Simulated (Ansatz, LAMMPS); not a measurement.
# An extra electron or hole in glassy 65SnO2-35SiO2 (mol %) (60 atoms), part 2 of 4

Does an extra electron or hole in glassy 65SnO2-35SiO2 (mol %) (60 atoms) stay spread out, or do the atoms trap it?

Ansatz 0.2.0; Kohn-Sham DFT, PBE, PAW (set soft_1), plane waves; PAW set soft_1.

The cell: 13 Sn, 7 Si and 40 O. The quench rate of 10 K/ps is many orders above laboratory rates. The starting topology of bonds comes from the classical model. The Brillouin zone is sampled at Γ only, in a cell whose shortest periodic width is 9 Å.

So far. Step 2 (Single point at the start): The r.m.s. force at the start is 0.74 eV/Å. Step 3 (Relaxation): The relaxation converged after 11 steps, 2.66 eV below its start, with a largest force component of 0.017 eV/Å.

### Step 4. Single point at the relaxed geometry

One more single point at the end of the walk gives the fuller output and checks the residual forces.

Contents of input.yaml:

```yaml
crystal:
  lattice:
    - [9.24821, 0.0, 0.0]
    - [0.0, 9.24821, 0.0]
    - [0.0, 0.0, 9.24821]
  atoms:
    - { symbol: Sn, position: [0.42527, 0.89601, 0.47688] }
    - { symbol: Sn, position: [0.04452, 0.7613, 0.37259] }
    - { symbol: Sn, position: [0.30008, 0.30259, 0.00733] }
    - { symbol: Sn, position: [0.99815, 0.4072, 0.14284] }
    - { symbol: Sn, position: [0.6609, 0.83558, 0.80755] }
    - { symbol: Sn, position: [0.601, 0.49281, 0.98567] }
    [... 48 atom lines left out ...]
    - { symbol: O, position: [0.4807, 0.21918, 0.60789] }
    - { symbol: O, position: [0.30292, 0.95122, 0.65287] }
    - { symbol: O, position: [0.18012, 0.28245, 0.21319] }
    - { symbol: O, position: [0.11974, 0.58129, 0.21457] }
    - { symbol: O, position: [0.88862, 0.34893, 0.3126] }
    - { symbol: O, position: [0.27682, 0.82827, 0.06644] }
kpoints:
  mp_grid: { grid: [1, 1, 1] }
hamiltonian:
  xc: pbe
  pseudopotentials: { kind: paw, azcp: { folder: soft_1 } }
scf:
  occupations: { method: fixed }
output:
  forces: true
  stress: true
  populations: true
  dos:
    method: { smearing: { sigma: 0.1 } }
    de: 0.1
    projected: { site_lists: { O: [O], Si: [Si], Sn: [Sn] } }
  eigenvalues: true
  write_density: true
  write_potential: true
  volumetric_format: npy
```

On the command line:

```sh
$ ansatz run input.yaml --threads 4 --pin off --max-ram 8192MiB --backend cpu --events-out ev --progress --plain --runs-dir out
```

The log of the run:

```text
[...]
Crystal: 60 atoms, lattice volume = 790.994 Å³
Basis set: ecut = 420 eV, 15515 PW (Γ), exchange–correlation on 128×128×128 points (8 copies of the dense FFT grid, shifted against one another)
Bands: 285, of which v1, the nominal top of the filled ones, is band 225 counted from 1 (224 counted from 0)
Symmetry: 1 space group operations
[...]
k-points: 1
[...]
SCF iter   1: F=—  HF=-105488.531489 eV  |F-HF|=—  |Δ(HF+E_count)|=         —  Δρ=8.76e-2  dr2=5.76e1  ethr=3.10e-3  ⟨swp⟩=4.0  Hψ=1049  notcnv=0  defer=55
[...]
SCF iter  13: F=-105473.387404 eV  HF=-105473.387404 eV  |F-HF|=1.42e-8  |Δ(HF+E_count)|=   2.01e-7  Δρ=3.54e-6  dr2=9.06e-8  ethr=2.22e-11  ⟨swp⟩=21.0  Hψ=2757  notcnv=0
SCF 1 converged in 13 iterations: F = -105473.387404 eV  dr2 = 9.06e-8
[...]
SCF converged after 13 iterations
Free energy (F): -105473.387404 eV
[...]
Internal energy: -105473.387404 eV  (E = F + TS)
E sigma→0 (E₀):  -105473.387404 eV
Fermi energy:    6.313387 eV
[...]
--- Forces (eV/Å), atoms counted from 1 ---
  atom   1  Sn    -0.00018643    -0.00527552    -0.00108356
  atom   2  Sn     0.00417921    -0.00310017    -0.00510030
  atom   3  Sn     0.01487775     0.00504394     0.00225602
  atom   4  Sn     0.00121141     0.00010954    -0.00465416
  atom   5  Sn    -0.00356324    -0.01114721    -0.00525034
  atom   6  Sn    -0.00523520     0.00791870     0.00167588
  atom   7  Sn    -0.00293746     0.00800662     0.01439696
  atom   8  Sn    -0.00270285    -0.00177988    -0.00043978
  atom   9  Sn    -0.00769713     0.00606869     0.00157356
  atom  10  Sn     0.00050042    -0.00887377     0.00455160
  atom  11  Sn     0.00590651    -0.00511645    -0.00930460
  atom  12  Sn    -0.00681143     0.00119737     0.00100297
  atom  13  Sn    -0.00063027    -0.01739821     0.01236897
  atom  14  Si    -0.00812152    -0.00034018     0.00841041
[...]
atom  59  O      0.00005236     0.00083441    -0.00424466
  atom  60  O     -0.01336287     0.00980571    -0.00091863
  max |Σ_I F_I| component: 6.98e-5 eV/Å
--- Stress (GPa, compression-positive) ---
       -0.579333      -1.082149       0.418592
       -1.082149       1.202172      -1.380982
        0.418590      -1.380985      -0.573538
  P = ⅓ Tr σ = 0.0164 GPa (0.164 kbar)
--- Band table (eV) ---
[...]
--- Löwdin populations: 60 sites ---
  site symbol       q [e]
     0     Sn     12.2783
     1     Sn     12.2258
     2     Sn     12.2533
[...]
59      O      6.8517
  spilling = 0.007029 (of n_electrons = 450.000000)
```

Wall time 10 s (4 threads of Arm Neoverse V1, shared host); peak memory 0.96 GiB; 37 s of CPU time.

Numbers from this run:

- free energy: -105473.3874 eV
- free energy per atom: -1757.8898 eV/atom
- SCF cycles: 13
- pressure: 0.01643 GPa
- r.m.s. force component: 0.00539 eV/Å
- longest force: 0.02136 eV/Å
- Fermi energy: 6.313 eV
- gap (highest filled to lowest empty level): 1.012 eV
- spilling of the projection: 0.007029

Löwdin charges by element and coordination (they lack the spilled electrons, 0.053 e an atom on average):

```
element  coordination  atoms  mean charge (e)  spread   least    most
      O           all     40           -0.777  0.0231  -0.852  -0.730
      O             2     17           -0.778  0.0267  -0.852  -0.739
      O             3     23           -0.776  0.0201  -0.806  -0.730
     Si           all      7             1.64  0.0187    1.61    1.68
     Sn           all     13             1.75  0.0203    1.72    1.78
     Sn             5      3             1.75  0.0188    1.73    1.77
     Sn             6     10             1.75  0.0206    1.72    1.78
```

States in the cell by windows of 1 eV, zero at the Fermi level; the larger projections on atomic orbitals stand beside the total:

```
from (eV)  to (eV)  total   O p  Sn p  Sn s
      -10       -9    0.0   0.0   0.0   0.0
       -9       -8    5.9   3.5   0.1   1.0
       -8       -7   15.1   9.0   0.3   3.9
       -7       -6   14.3   9.1   0.6   2.4
       -6       -5   16.8  12.0   1.9   0.7
       -5       -4   25.7  19.6   3.1   0.3
       -4       -3   33.5  27.3   3.1   0.3
       -3       -2   38.8  34.5   1.6   0.2
       -2       -1   49.5  46.9   0.6   0.1
       -1        0   39.7  38.2   0.3   0.1
        0        1    2.0   1.1   0.0   0.5
        1        2    0.9   0.2   0.0   0.5
        2        3    1.4   0.5   0.1   0.6
        3        4   10.5   3.7   0.9   4.6
        4        5   11.4   4.0   0.8   5.2
```

With fixed occupations the program's Fermi level is the highest filled level; weight inside the gap is the broadening of levels at its edges.

Between -22 and -10 eV lie 210 more states.

The levels nearest the highest filled one (over half full), pooled over k-points and spins:

```
level less the highest filled one (eV)  occupation
                                -0.330           2
                                -0.285           2
                                -0.269           2
                                -0.207           2
                               -0.0907           2
                                     0           2
                                  1.01           0
                                  3.00           0
                                  3.11           0
                                  3.45           0
                                  3.63           0
                                  3.85           0
```

Electrostatic potential energy in the ac plane at fractional y = 0.950, with atoms of Sn and Si and O within 0.2 Å of it. With pseudopotentials it is smooth inside the atoms' cores, unlike the true potential.

Ten even steps from '0' (-29 eV) to '9' (13 eV), each cell a mean:
```
25788863224761038999987421
77778732651540018889998776
86336725992474257788853588
76226732651588876678710057
34568863224788876567710044
10478887678899887678863430
61378984369999987788998612
20479940028999722689998730
24789940018898300389999863
67899973257778400499999987
68999998753236766899999997
89999998622214789999999999
99999998622423789999999999
99999998731125899999999999
99999999875457899999999999
99999999988873269999999999
97679999999950028999999999
83148999999961038999999999
83138999999997578888899998
77679999999999888862378877
36899999999998888830047522
32689999999999888851156247
71589999999999999998885289
42689987778887689999985257
```
Columns run along a (9.2 Å; values clipped at the 3rd and 97th percentile), rows up along c (9.2 Å). Atoms in or near the plane, at fractional coordinates: Sn at (0.33, 0.88), Sn at (0.97, 0.05), Si at (0.00, 0.72), O at (0.61, 0.62), O at (0.86, 0.82), O at (0.30, 0.65).

Valence density in the ac plane at fractional y = 0.950, with atoms of Sn and Si and O within 0.2 Å of it. It is the smooth field of the valence electrons, not physical close to the nuclei.

Ten steps, logarithmic in the rise over the least value, from '0' (0 e/Å³) to '9' (12 e/Å³), each cell a mean:
```
43221124553357763100012356
23443247886457864210123332
34664358997445653211356532
35665347886323332222478753
34543224553111122222478753
23332123332101122222356543
12211245642101234321123332
22211368863112466531001222
43211368874213688631000123
54211246653223578631000134
54210123334443455320000124
43200011246763222100000023
21100001257864210000000011
00000011246653210000000000
00100011123333321000000000
12221001111246653100000000
24542100001257864100000001
36763100000257763111110001
36763100000134542233321011
34542100000012222356642122
43321111110001112367753345
75210111110001111357753588
86210112211112221234433699
85210112221234542111112589
```
Columns run along a (9.2 Å), rows up along c (9.2 Å). Atoms in or near the plane, at fractional coordinates: Sn at (0.33, 0.88), Sn at (0.97, 0.05), Si at (0.00, 0.72), O at (0.61, 0.62), O at (0.86, 0.82), O at (0.30, 0.65).

Between filled and empty levels lie 1.01 eV (at Γ alone); a semilocal functional tends to put such gaps too low. In a disordered cell it changes from sample to sample, and tail or defect levels can set it. Mean Löwdin charges: O -0.78, Si +1.64, Sn +1.75 e (they miss 0.70 % of the electrons, so they add up to more than the cell's charge). The largest share in the top eV of filled states is O p (97 % of the projected weight), and in the lowest eV of empty states Sn s (50 % of the projected weight).

### Step 5. An extra electron, atoms held

The electron count changes by one with the atoms held: a vertical process, on a uniform background, with spin and a narrow Fermi–Dirac smearing. Its energy against the neutral cell hangs on the program's zero of potential.

Contents of input.yaml:

```yaml
crystal:
  lattice:
    - [9.24821, 0.0, 0.0]
    - [0.0, 9.24821, 0.0]
    - [0.0, 0.0, 9.24821]
  atoms:
    [... the 60 atom lines of step 4 ...]
total_charge: -1
kpoints:
  mp_grid: { grid: [1, 1, 1] }
hamiltonian:
  xc: pbe
  pseudopotentials: { kind: paw, azcp: { folder: soft_1 } }
scf:
  occupations: { method: fermi_dirac, width: 0.01 }
  lower_state_search: "off"
output:
  forces: true
  stress: true
  populations: true
  dos:
    method: { smearing: { sigma: 0.15 } }
    de: 0.1
    projected: { site_lists: { O: [O], Si: [Si], Sn: [Sn] } }
  eigenvalues: true
  write_density: true
  write_potential: true
  volumetric_format: npy
magnetization:
  spin_polarized: true
  initial_magnetization: 1
```

The log of the run:

```text
[...]
Crystal: 60 atoms, lattice volume = 790.994 Å³
Basis set: ecut = 420 eV, 15515 PW (Γ), exchange–correlation on 128×128×128 points (8 copies of the dense FFT grid, shifted against one another)
Bands: 286, of which v1, the nominal top of the filled ones, is band 226 counted from 1 (225 counted from 0)
Symmetry: 1 space group operations
[...]
k-points: 1
[...]
Starting moments: Σ|m| = 1 μB on 60 of 60 sites
[...]
SCF iter   1: F=—  HF=-105479.276358 eV  |F-HF|=—  |Δ(HF+E_count)|=         —  Δρ=4.24e-2 (↑4.13e-2 ↓4.24e-2)  dr2=5.30e1  dr2_m=1.41e-2  M=1.000 μB ∫|m|=1.017 μB  β_m=1.00  ethr=3.10e-3  ⟨swp⟩=5.0  Hψ=2302  notcnv=0  defer=88
[...]
spin=Collinear: Resta preconditioning applied to the charge; magnetization (m = ρ↑ − ρ↓) channel mixes plain (no charge-response kernel on spin).
SCF iter   2: F=—  HF=-105469.478569 eV  |F-HF|=—  |Δ(HF+E_count)|=         —  Δρ=2.42e-2 (↑2.41e-2 ↓2.42e-2)  dr2=1.68e1  dr2_m=4.84e-4  M=0.890 μB ∫|m|=0.953 μB  β_m=0.30  ethr=3.10e-3  ⟨swp⟩=2.0  Hψ=865  notcnv=0  defer=107
[...]
SCF iter   8: F=—  HF=-105466.050345 eV  |F-HF|=—  |Δ(HF+E_count)|=   2.56e-3  Δρ=2.45e-4 (↑2.45e-4 ↓2.32e-4)  dr2=1.18e-3  dr2_m=1.04e-4  M=0.915 μB ∫|m|=0.991 μB  β_m=0.30  ethr=8.82e-7  ⟨swp⟩=2.0  Hψ=828  notcnv=0  defer=102
[...]
spin-set hold released at iteration 8 (site moments contracting): the magnetisation degrees of freedom join the quasi-Newton model from the next iteration; the mixer history was flushed
SCF iter   9: F=—  HF=-105466.050843 eV  |F-HF|=—  |Δ(HF+E_count)|=   4.97e-4  Δρ=1.86e-4 (↑1.86e-4 ↓1.75e-4)  dr2=7.09e-4  dr2_m=6.40e-5  M=0.919 μB ∫|m|=0.996 μB  β_m=0.65  ethr=2.61e-7  ⟨swp⟩=1.5  Hψ=471  notcnv=0  defer=102
SCF iter  10: F=—  HF=-105466.051865 eV  |F-HF|=—  |Δ(HF+E_count)|=   1.02e-3  Δρ=5.31e-5 (↑5.31e-5 ↓4.23e-5)  dr2=8.43e-5  dr2_m=4.02e-6  M=0.929 μB ∫|m|=1.011 μB  β_m=0.72  ethr=1.57e-7  ⟨swp⟩=2.0  Hψ=814  notcnv=0  defer=102
[...]
SCF iter  15: F=-105466.053085 eV  HF=-105466.053085 eV  |F-HF|=3.43e-9  |Δ(HF+E_count)|=   6.56e-8  Δρ=1.14e-6 (↑1.11e-6 ↓1.14e-6)  dr2=3.27e-8  dr2_m=1.45e-9  M=0.933 μB ∫|m|=1.017 μB  β_m=0.63  ethr=2.22e-11  ⟨swp⟩=19.0  Hψ=4988  notcnv=0
SCF iter  16: F=-105466.053085 eV  HF=-105466.053085 eV  |F-HF|=3.42e-9  |Δ(HF+E_count)|=   1.04e-8  Δρ=3.82e-7 (↑3.82e-7 ↓3.76e-7)  dr2=3.50e-9  dr2_m=4.17e-10  M=0.933 μB ∫|m|=1.017 μB  ethr=7.26e-12  ⟨swp⟩=7.0  Hψ=3235  notcnv=0
SCF 1 converged in 16 iterations: F = -105466.053085 eV  dr2 = 3.50e-9
[...]
SCF converged after 16 iterations
Magnetization: 0.9330 μB (225.9665 up, 225.0335 down)
Absolute magnetization: 1.0050 μB (∫|ρ↑−ρ↓|, with the PAW one-centre terms)
[...]
Per-site moments (μB) at R_I (Å): [(0.019288, 0.835695), (0.015088, 0.802832), (0.00623747, 0.830871), (0.00766441, 0.802131), (0.00677617, 0.833402), [...]
Free energy (F): -105466.053085 eV
[...]
Internal energy: -105466.050153 eV  (E = F + TS)
E sigma→0 (E₀):  -105466.051619 eV
Entropy (-TS):   -0.002933 eV (-0.049 meV/atom)
Fermi energy:    7.380147 eV
[...]
Σ components = -105466.053085   (vs F -105466.053085, Δ=0.00e0)
--- Forces (eV/Å), atoms counted from 1 ---
  atom   1  Sn     0.00250955    -0.12121340    -0.11961932
  atom   2  Sn     0.03447386     0.06193742    -0.16955739
  atom   3  Sn    -0.05649977     0.11532786    -0.04948981
  atom   4  Sn     0.01992729     0.16966720    -0.13769400
[...]
atom  60  O     -0.01533917     0.03949311    -0.05819007
  max |Σ_I F_I| component: 2.30e-5 eV/Å
--- Stress (GPa, compression-positive) ---
        0.419795      -1.073627       0.351531
       -1.073627       2.256367      -1.321757
        0.351529      -1.321760       0.721076
  P = ⅓ Tr σ = 1.1324 GPa (11.324 kbar)
--- Band table (eV) ---
[...]
--- Löwdin populations: 60 sites ---
  site symbol       q [e]    m [muB]
     0     Sn     12.3425     0.0705
     1     Sn     12.2846     0.0656
     2     Sn     12.2881     0.0280
[...]
59      O      6.8574     0.0043
  spilling = 0.007067 (of n_electrons = 451.000000)
```

Run time: 22 s. Hardware: 4 threads; peak memory 1.5 GiB.

An extra electron, atoms held: the energy stands 7.33 eV above that of the reference, with a moment of 0.93 μB.

The levels nearest the highest filled one (over half full), pooled over k-points and spins:

```
level less the highest filled one (eV)  occupation
                                 -1.15           1
                                 -1.03           1
                                 -1.02           1
                                     0       0.967
                                0.0673       0.033
                                  2.02           0
                                  2.08           0
                                  2.12           0
```

Spin density in the ac plane at fractional y = 0.950, with atoms of Sn and Si and O within 0.2 Å of it.

Ten even steps from '_' (-0.61 × 1e-2 e/Å³) to '@' (3.38 × 1e-2 e/Å³), each cell a mean:
```
--::........::::::::::....--==::............::------
::....::....::::....::....::--..................::::
....==++::..::..__..::::..........::::......::......
....----....::::....::::........::::::....::--::....
............::::::::::::......::::::::..............
............::::................::::::::............
..::::::............................::........::::::
....::..........++==........::::..............::::::
..............::%%**........--##--............::::::
................--::..::::..::++--..................
....................::----::........................
................::::::::----::......................
................::::::::----::......................
................::::::::--::::......................
..................::::::::..........................
..........................----::....................
........................::====......................
..::--::....................__......................
..--**==............................................
..::::::....................::::....::::............
::........................::::::....++@@--..::::::::
::::::::....................::::....==%%--..::::::..
..----::..............................::....::::____
::--::::....::::::..........................::--::..
```
Columns run along a (9.2 Å), rows up along c (9.2 Å). Atoms in or near the plane, at fractional coordinates: Sn at (0.33, 0.88), Sn at (0.97, 0.05), Si at (0.00, 0.72), O at (0.61, 0.62), O at (0.86, 0.82), O at (0.30, 0.65).

[end of part 2 of 4]

[Long decimals in the printed logs are rounded to 6 places.]

[Logs are printed without paths, hosts, clocks, repeated set-up lines and the standing remarks that a program may print on its own settings, such as how far it seeks lower states.]

[Hosts, paths, dates, database ids (printed as entryN), source tags and the programs' standing remarks are cut or masked in the printed files.]
